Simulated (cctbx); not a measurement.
# Interatomic vectors of YGa3Os

Space group Pm-3m (no. 221), a = 6.4130 Å, b = 6.4130 Å, c = 6.4130 Å, α = 90.00°, β = 90.00°, γ = 90.00°, content Os3 Y3 Ga9.

Simulated single-crystal data (cctbx): Mo Kα, λ = 0.71073 Å, to d = 0.65 Å, 95 % of the full sphere, strongest reflection 70000 counts, noise from counting, a 6 % proportional error and a noise floor of 2 counts (s.d.); no absorption, some extinction.

Patterson synthesis from sharpened amplitudes, origin scaled to 1000:

```text
Patterson group P m -3 m
      u       v       w   height  length (A)
  0.000   0.000   0.000   1000.0     0.00
  0.000   0.500   0.500    629.5     4.53
  0.500   0.500   0.500    497.6     5.55
  0.000   0.000   0.500    427.2     3.21
  0.247   0.247   0.247    192.4     2.74
  0.000   0.000   0.247     42.6     1.59
  0.246   0.500   0.500     40.3     4.80
  0.000   0.249   0.500     31.1     3.58
  0.000   0.377   0.432     27.9     3.68
  0.045   0.045   0.136     27.4     0.96
  0.250   0.250   0.455     25.7     3.69
  0.246   0.306   0.306     22.7     3.20
  0.000   0.250   0.250     22.5     2.27
  0.000   0.326   0.326     22.0     2.96
```

Q: Assign the vectors.

A peak at u stands for all pairs with xi − xj = u, with weight Σ ZiZj against Σ Z² = 30540 at the origin. Peak heights follow these weights only roughly, since form factors, motion and series ripples differ, all vectors within 0.55 Å of a peak are counted as merged into it though the farther ones add only part of their weight, and F(000) is left out, which lowers the whole map:

| u | v | w | shortest length (Å) | height | 1000 ΣZiZj/ΣZ² | pairs in the cell |
| --- | --- | --- | --- | --- | --- | --- |
| 0.000 | 0.500 | 0.500 | 4.53 | 630 | 632 | 2 × Os–Os, 2 × Os–Ga, 2 × Y–Y |
| 0.500 | 0.500 | 0.500 | 5.55 | 498 | 582 | 6 × Os–Y |
| 0.000 | 0.000 | 0.500 | 3.21 | 427 | 719 | 4 × Os–Y, 8 × Ga–Ga, 2 × Y–Ga |
| 0.247 | 0.247 | 0.247 | 2.74 | 192 | 763 | 6 × Os–Ga, 6 × Y–Ga, 2 × Ga–Ga |

The table stops at ten peaks or at a height of 45, below which ripples compete. In the model behind the data Os, the heaviest element, has 1 independent site: (1/2, 1/2, 0), up to an allowed shift of origin; the Os–Os vectors are differences of these positions and their symmetry mates. The whole model:

```
atom  mult.       x       y       z  Ueq (Å²)
 Os1      3     1/2     1/2       0    0.0039
  Y1      3       0       0     1/2    0.0059
 Ga1      8  0.2828  0.2828  0.7172    0.0046
 Ga2      1       0       0       0    0.0054
```

The model is made up (kin elements in a known structure type, no relaxation), so it says nothing on whether the phase exists.

[Logs are printed without paths, hosts, clocks, repeated set-up lines and the standing remarks that a program may print on its own settings, such as how far it seeks lower states.]
